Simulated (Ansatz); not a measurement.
# SrInSn (built on the sites of a database entry of SrAlGe): following an unstable mode, part 2 of 3

Wanted: the energy along a soft mode of SrInSn (built on the sites of a database entry of SrAlGe) and the structure at the end.

Ansatz 0.2.0; DFT PBE+D3(BJ), scalar-relativistic, plane waves, PAW.

So far, highest frequency on the path or at a solved wavevector (cm⁻¹): step 2 (phonons on a q mesh) 187. Also lowest frequency on the path (cm⁻¹): step 2 -67.3.

The structure was built from a prototype and need not be the compound's stable phase.

### 6. Relaxation from the frozen mode

Starting from the lowest point found, all atoms and the cell are let go, so that strain and other modes of the same symmetry can join in.

Input file input.yaml:

```yaml
crystal:
  lattice:
    - [4.8274933998, 0.0, 0.0]
    - [-2.4137466999, 4.1807319208, 0.0]
    - [0.0, 0.0, 4.6501985837]
  atoms:
    - { symbol: Sr, position: [0.0, 0.0, -0.0062141447] }
    - { symbol: In, position: [0.6666666667, 0.3333333333, 0.5967700609] }
    - { symbol: Sn, position: [0.3333333333, 0.6666666667, 0.4109892891] }
kpoints:
  mp_grid: { grid: [10, 10, 8] }
hamiltonian:
  xc: pbe
  dispersion: d3bj
scf:
  occupations: { method: methfessel_paxton, width: 0.15 }
output:
  forces: true
  stress: true
  eigenvalues: true
  write_density: true
  write_potential: true
  elf: true
  volumetric_format: npy
relax:
  adjacent_minimum: "off"
  f_tol: 0.002
  max_steps: 120
  cell: { stress_tol: 0.03 }
```

Started as:

```bash
$ ansatz run input.yaml --threads 8 --pin off --max-ram 14336MiB --backend cpu --events-out ev --progress --plain --runs-dir out
```

Numbers of over 12 decimals in the logs are rounded to 6 here.

The log of the run:

```text
[...]
Crystal: 3 atoms, lattice volume = 93.852 Å³
Basis set: ecut = 420 eV, 1803 PW (Γ), exchange–correlation on 72×72×64 points (8 copies of the dense FFT grid, shifted against one another)
Bands: 23, of which v1, the nominal top of the filled ones, is band 19 counted from 1 (18 counted from 0)
Symmetry: 6 space group operations
[...]
k-points: 94 of 800 (time reversal used)
[...]
SCF iter   1: F=—  HF=-15168.589300 eV  |F-HF|=—  |Δ(HF+E_count)|=         —  Δρ=2.11e-3  dr2=6.45e-3  ethr=1.77e-3  ⟨swp⟩=8.1  Hψ=12321  notcnv=0
[...]
SCF iter   7: F=-15168.587892 eV  HF=-15168.587892 eV  |F-HF|=3.17e-9  |Δ(HF+E_count)|=   9.19e-8  S|Δr|=    0.00e0  Δρ=3.94e-6  dr2=1.68e-8  ethr=2.70e-10  ⟨swp⟩=11.7  Hψ=17681  notcnv=0
SCF 1 converged in 7 iterations: F = -15168.587892 eV  dr2 = 1.68e-8
[...]
relax step   1: F+E_penalty+E_count = -15168.58789204 eV  Δ(F+E_penalty+E_count) = +0.000e0 eV  max|allowed force component| = 8.691e-2 eV/Å  Δτ_max = 0.0000 Å  P = -0.346 GPa  Ω = 93.852 Å³  (7 SCF iters, dr2 threshold 1.00e-7 eV, accepted)
Crystal: 3 atoms, lattice volume = 93.210 Å³
[...]
iter 1 solved again at ethr=2.67e-6 eV; its pass at ethr=3.10e-3 eV (dr2=9.86e-4 eV) is discarded
[...]
SCF iter   5: F=-15168.593265 eV  HF=-15168.593265 eV  |F-HF|=4.69e-8  |Δ(HF+E_count)|=   1.94e-7  S|Δr|=    0.00e0  Δρ=1.15e-5  dr2=1.96e-7  ethr=8.11e-10  ⟨swp⟩=11.0  Hψ=19538  notcnv=0
SCF 2 converged in 5 iterations: F = -15168.593265 eV  dr2 = 1.96e-7
relax step   2: F+E_penalty+E_count = -15168.59326487 eV  Δ(F+E_penalty+E_count) = -5.373e-3 eV  max|allowed force component| = 1.838e-2 eV/Å  Δτ_max = 0.0183 Å  P = +0.026 GPa  Ω = 93.210 Å³  energy of the carried Pulay correction = +8.158e-5 eV  (5 SCF iters, dr2 threshold 3.00e-7 eV, accepted)
Crystal: 3 atoms, lattice volume = 93.382 Å³
Basis set: ecut = 420 eV, 1797 PW (Γ), exchange–correlation on 72×72×64 points (8 copies of the dense FFT grid, shifted against one another)
[...]
SCF iter   5: F=-15168.594490 eV  HF=-15168.594490 eV  |F-HF|=4.04e-9  |Δ(HF+E_count)|=   1.85e-8  S|Δr|=    0.00e0  Δρ=6.53e-6  dr2=5.01e-8  ethr=5.36e-10  ⟨swp⟩=12.9  Hψ=19323  notcnv=0
SCF 3 converged in 5 iterations: F = -15168.594490 eV  dr2 = 5.01e-8
relax step   3: F+E_penalty+E_count = -15168.59449048 eV  Δ(F+E_penalty+E_count) = -1.226e-3 eV  max|allowed force component| = 1.151e-2 eV/Å  Δτ_max = 0.0090 Å  P = +0.092 GPa  Ω = 93.382 Å³  energy of the carried Pulay correction = +5.974e-5 eV  (5 SCF iters, dr2 threshold 1.98e-7 eV, accepted)
[...]
relax step   4: F+E_penalty+E_count = -15168.59460666 eV  Δ(F+E_penalty+E_count) = -1.162e-4 eV  max|allowed force component| = 4.584e-3 eV/Å  Δτ_max = 0.0015 Å  P = +0.026 GPa  Ω = 93.617 Å³  energy of the carried Pulay correction = +2.977e-5 eV  (5 SCF iters, dr2 threshold 4.37e-8 eV, accepted)
[...]
relax step   5: F+E_penalty+E_count = -15168.59460853 eV  Δ(F+E_penalty+E_count) = -1.866e-6 eV  max|allowed force component| = 1.338e-3 eV/Å  Δτ_max = 0.0013 Å  P = +0.005 GPa  Ω = 93.681 Å³  energy of the carried Pulay correction = +2.169e-5 eV  (5 SCF iters, dr2 threshold 2.31e-9 eV, accepted)
Basis set: ecut = 420 eV, 1797 PW (Γ), exchange–correlation on 64×64×64 points (8 copies of the dense FFT grid, shifted against one another)
[...]
SCF iter   1: F=—  HF=-15168.594583 eV  |F-HF|=—  |Δ(HF+E_count)|=         —  Δρ=1.98e-5  dr2=5.61e-8  ethr=5.47e-7  ⟨swp⟩=4.1  Hψ=19247  notcnv=0
eigensolver tolerance schedule: the retry pair's looser diagonalisation over-reported the residual by 3602.95 of it (diagonalisation noise at 1.74 of the residual, at the tolerance the schedule requests for it); recorded, not acted on — ethr = c·dr2/N_el stays at c = 1.0e-1
[...]
SCF iter   2: F=—  HF=-15168.594580 eV  |F-HF|=—  |Δ(HF+E_count)|=   2.57e-6  S|Δr|=    0.00e0  Δρ=1.08e-5  dr2=1.79e-8  ethr=1.52e-10  ⟨swp⟩=3.2  Hψ=5252  notcnv=0
[...]
SCF iter   6: F=-15168.594580 eV  HF=-15168.594580 eV  |F-HF|=3.64e-12  |Δ(HF+E_count)|=    0.00e0  S|Δr|=    0.00e0  Δρ=8.86e-8  dr2=6.15e-12  ethr=1.00e-12  ⟨swp⟩=7.6  Hψ=10800  notcnv=0
SCF 6 converged in 6 iterations: F = -15168.594580 eV  dr2 = 6.15e-12
relax step   6: F+E_penalty+E_count = -15168.59458021 eV  Δ(F+E_penalty+E_count) = +2.832e-5 eV  max|allowed force component| = 1.297e-3 eV/Å  Δτ_max = 0.0000 Å  P = +0.005 GPa  Ω = 93.681 Å³  stress off target by 5.82e-3 GPa  SCF on the basis re-selected at this cell (its energy is not comparable with the rows above)  (6 SCF iters)
basis re-selected at this cell: Δ(F+E_penalty+E_count) = +2.832e-5 eV, ΔP = +0.000 GPa vs the last step (what re-selecting the basis moved, of the pressure what is left beyond the Pulay correction that the steps carried, after the strain that the cell walked since its last selection, with what the two solves' SCF thresholds leave and, on support functions, any second-order correction that the steps lacked; it is no measure of the basis error at this ecutwfc). The dense FFT grid was sized anew with the basis: this SCF ran on 32×32×32 points, the steps before it on 36×36×32, so part of this shift can come from that change (see relax.cell in the input reference). [rest of the remark cut]
SCF converged after 6 iterations
[...]
Free energy (F): -15168.594580 eV
[...]
Internal energy: -15168.593406 eV  (E = F + TS)
E sigma→0 (E₀):  -15168.594287 eV
Entropy (-TS):   -0.001174 eV (-0.391 meV/atom)
Fermi energy:    8.985058 eV
[...]
--- Forces (eV/Å), atoms counted from 1 ---
  atom   1  Sr    -0.00000000     0.00000000    -0.00014772
  atom   2  In     0.00000000    -0.00000000    -0.00114896
  atom   3  Sn     0.00000000     0.00000000     0.00129663
  max |Σ_I F_I| component: 5.40e-8 eV/Å
--- Stress (GPa, compression-positive) ---
        0.005824       0.000000       0.000000
       -0.000000       0.005824      -0.000000
        0.000000      -0.000000       0.003628
  P = ⅓ Tr σ = 0.0051 GPa (0.051 kbar)
--- Band table (eV; the first three rows and the last of 94) ---
  k-point 0: bands = [... 15 lower, 6.8284, 7.9990, 7.9990, 8.7872, 9.7100, 11.5535, 11.5535, 12.0375]
  k-point 1: bands = [... 15 lower, 6.3847, 8.0842, 8.0842, 8.7561, 10.2109, 11.1515, 11.1515, 12.3372]
  k-point 2: bands = [... 15 lower, 5.5410, 8.3232, 8.3232, 8.8947, 10.6086, 10.6086, 11.0280, 12.3360]
  k-point 93: bands = [... 15 lower, 3.3420, 6.3793, 7.0691, 7.7124, 10.6580, 11.8662, 12.5916, 13.4818]
--- Relaxed structure (5 steps of the walk, 5 accepted, 1 SCFs on fresh bases) ---
  F+E_penalty+E_count = -15168.59458021 eV   max|allowed force component| = 1.297e-3 eV/Å   (the final SCF, on the basis selected at the relaxed cell)
  cell:  # Å, volume = 93.6810 Å³
    - [4.776538, 0, 5.5875218542137e-18]
    - [-2.388269, 4.136604, -2.7937609271068475e-18]
    - [5.382314186907524e-18, 0, 4.741267]
  atoms:
    - { symbol: Sr, position: [5.1659194800370635e-19, 0, -0.00203085] }
    - { symbol: In, position: [0.666667, 0.333333, 0.591394] }
    - { symbol: Sn, position: [0.333333, 0.666667, 0.412182] }
```

Elapsed: 18 s, on 8 threads of Arm Neoverse V2, shared host; peak memory 0.6 GiB; 2.3 min of CPU time.

The steps of the relaxation:

| step | energy less that of the first step (eV) | largest force component (eV/Å) | pressure (GPa) | volume (Å³) |
| --- | --- | --- | --- | --- |
| 1 | 0.0000 | 0.0869 | -0.35 | 93.85 |
| 2 | -0.0054 | 0.0184 | 0.03 | 93.21 |
| 3 | -0.0066 | 0.0115 | 0.09 | 93.38 |
| 4 | -0.0067 | 0.0046 | 0.03 | 93.62 |
| 5 | -0.0067 | 0.0013 | 0.00 | 93.68 |
| 6* | -0.0067 | 0.0013 | 0.01 | 93.68 |

Relaxation steps marked * repeat the geometry before them on a plane-wave basis chosen anew for their cell, so energy and pressure can jump there.

Forces are held to the 6 operations that the run works with; a distortion that breaks them can't arise in this run.

| conventional cell, symmetrised | before | after | change |
| --- | --- | --- | --- |
| a (Å) | 4.827 | 4.777 | -1.1 % |
| b (Å) | 4.827 | 4.777 | -1.1 % |
| c (Å) | 4.650 | 4.741 | +2.0 % |
| volume (Å³/atom) | 31.28 | 31.23 | -0.2 % |

The atoms that moved most (Å, as changes of fractional coordinates times the final cell):

| atom | dx | dy | dz | length |
| --- | --- | --- | --- | --- |
| In2 | 0.000 | 0.000 | -0.025 | 0.025 |
| Sr1 | 0.000 | 0.000 | 0.020 | 0.020 |
| Sn3 | 0.000 | 0.000 | 0.006 | 0.006 |

The relaxed structure:

```xyz
3
Lattice="4.7765 0.0000 0.0000 -2.3883 4.1366 0.0000 0.0000 0.0000 4.7413" Properties=species:S:1:pos:R:3 pbc="T T T"
Sr    0.0000    0.0000   -0.0096
In    2.3883    1.3789    2.8040
Sn    0.0000    2.7577    1.9543
```

This step gave:

* pressure: 0.005092 GPa
* volume per atom: 31.23 Å³

ELF in the ac plane at fractional y = 0.333, with atoms of In within 0.2 Å of it. It is the smooth field of the valence electrons, not physical close to the nuclei.

Ten even steps from '0' (0.00) to '9' (0.52), each cell a mean:
```
00110148999852
10001378777884
42113676555677
65446765323557
87678754100356
88888744000346
98889754322447
99889864444457
99999864444468
77777665444456
33333333333333
11111123444321
01110124676521
```
Columns run along a (4.8 Å), rows up along c (4.7 Å). Atoms in or near the plane, at fractional coordinates: In at (0.67, 0.59).

Valence density in the ac plane at fractional y = 0.333, with atoms of In within 0.2 Å of it. It is the smooth field of the valence electrons, not physical close to the nuclei.

Values in e/Å³, 13 rows by 14 columns, each cell a mean:
```
 0  0  0  0  0  0  0  0  0  0  0  0  0  0
 0  0  0  0  0  0  0  0  0  0  0  0  0  0
 0  0  0  0  0  0  0  0  1  1  1  0  0  0
 0  0  0  0  0  0  0  1  2  4  3  1  0  0
 0  0  0  0  0  0  0  2  6 10  7  2  1  0
 0  0  0  0  0  0  0  2  6 11  8  3  1  0
 0  0  0  0  0  0  0  1  3  4  3  1  0  0
 0  0  0  0  0  0  0  0  1  1  1  0  0  0
 0  0  0  0  0  0  0  0  0  0  0  0  0  0
 0  0  0  0  0  0  0  0  0  0  0  0  0  0
 0  0  0  0  0  0  0  0  0  0  0  0  0  0
 0  0  0  0  0  0  0  0  0  0  0  0  0  0
 0  0  0  0  0  0  0  0  0  0  0  0  0  0
```
Columns run along a (4.8 Å), rows up along c (4.7 Å). Atoms in or near the plane, at fractional coordinates: In at (0.67, 0.59).

Electrostatic potential energy in the ac plane at fractional y = 0.333, with atoms of In within 0.2 Å of it. With pseudopotentials it is smooth inside the atoms' cores, unlike the true potential.

Ten even steps from '0' (-34 eV) to '9' (12 eV), each cell a mean:
```
98889999999999
99999999989999
99999998656789
99999985211479
99999972000268
99999972000168
99999984101479
99999997655789
99999999888999
99999999999999
99999999999999
99889999999999
98889999999999
```
Columns run along a (4.8 Å; values clipped at the 3rd and 97th percentile), rows up along c (4.7 Å). Atoms in or near the plane, at fractional coordinates: In at (0.67, 0.59).

The distorted start has space group P3m1; the relaxation ends in P3m1.

### 7. The new phase in its own primitive cell

The relaxed structure is symmetrised, reduced to its primitive cell and relaxed tightly, as its phonons need.

Input file input.yaml:

```yaml
crystal:
  lattice:
    - [4.7765384066, 0.0, 0.0]
    - [-2.3882692033, 4.1366036022, 0.0]
    - [0.0, 0.0, 4.7412667454]
  atoms:
    - { symbol: Sr, position: [0.0, 0.0, 0.9979691477] }
    - { symbol: In, position: [0.6666666667, 0.3333333333, 0.591394413] }
    - { symbol: Sn, position: [0.3333333333, 0.6666666667, 0.4121816446] }
kpoints:
  mp_grid: { grid: [9, 9, 8] }
hamiltonian:
  xc: pbe
  dispersion: d3bj
scf:
  occupations: { method: methfessel_paxton, width: 0.15 }
output:
  forces: true
  stress: true
  eigenvalues: true
relax:
  adjacent_minimum: "off"
  f_tol: 0.001
  max_steps: 60
  cell: { stress_tol: 0.01 }
```

The log of the run:

```text
[...]
Crystal: 3 atoms, lattice volume = 93.681 Å³
Basis set: ecut = 420 eV, 1797 PW (Γ), exchange–correlation on 64×64×64 points (8 copies of the dense FFT grid, shifted against one another)
Bands: 23, of which v1, the nominal top of the filled ones, is band 19 counted from 1 (18 counted from 0)
Symmetry: 6 space group operations
[...]
k-points: 81 of 648 (time reversal used)
[...]
--- Relaxed structure (4 steps of the walk, 4 accepted, 1 SCFs on fresh bases) ---
[...]
cell:  # Å, volume = 93.5698 Å³
    - [4.782946, 0, -1.543139640766863e-18]
    - [-2.391473, 4.142152, 7.715698203834336e-19]
    - [-1.531744547940151e-18, 0, 4.722958]
  atoms:
    - { symbol: Sr, position: [0, 0, 0.997845] }
    - { symbol: In, position: [0.666667, 0.333333, 0.591259] }
    - { symbol: Sn, position: [0.333333, 0.666667, 0.412442] }
[key lines of the parts left out:]
SCF converged after 6 iterations
Free energy (F): -15168.594082 eV
Fermi energy:    8.975875 eV
P = ⅓ Tr σ = -0.0007 GPa (-0.007 kbar)
```

The job ended after 12 s (8 threads; peak memory 0.56 GiB; 89 s of CPU time).

The steps of the relaxation:

| step | energy less that of the first step (eV) | largest force component (eV/Å) | pressure (GPa) | volume (Å³) |
| --- | --- | --- | --- | --- |
| 1 | 0.0000 | 0.0058 | 0.01 | 93.68 |
| 2 | -0.0001 | 0.0021 | -0.02 | 93.69 |
| 3 | -0.0001 | 0.0014 | 0.00 | 93.59 |
| 4 | -0.0001 | 0.0002 | 0.00 | 93.57 |
| 5* | -0.0001 | 0.0002 | 0.00 | 93.57 |

Relaxation steps marked * repeat the geometry before them on a plane-wave basis chosen anew for their cell, so energy and pressure can jump there.

Forces are held to the 6 operations that the run works with; a distortion that breaks them can't arise in this run.

| conventional cell, symmetrised | before | after | change |
| --- | --- | --- | --- |
| a (Å) | 4.777 | 4.783 | +0.1 % |
| b (Å) | 4.777 | 4.783 | +0.1 % |
| c (Å) | 4.741 | 4.723 | -0.4 % |
| volume (Å³/atom) | 31.23 | 31.19 | -0.1 % |

Final coordinates:

```
Sr In Sn
1.0
     4.78295    0.00000    0.00000
    -2.39147    4.14215    0.00000
     0.00000    0.00000    4.72296
Sr In Sn
1 1 1
Cartesian
  0.0000 0.0000 4.7128
  2.3915 1.3807 2.7925
  0.0000 2.7614 1.9479
```

This step gave:

```yaml
pressure: -6.57e-4 GPa
volume_per_atom: 31.19 Å³
```

The largest force component left is 0.20 meV/Å and the pressure is -0.001 GPa, within the tolerances set. The cell now holds 31.19 Å³/atom.

(Continued in part 3 of 3.)

[Logs are printed without paths, hosts, clocks, repeated set-up lines and the standing remarks that a program may print on its own settings, such as how far it seeks lower states.]

[Hosts, paths, dates, database ids (printed as entryN), source tags and the programs' standing remarks are cut or masked in the printed files.]
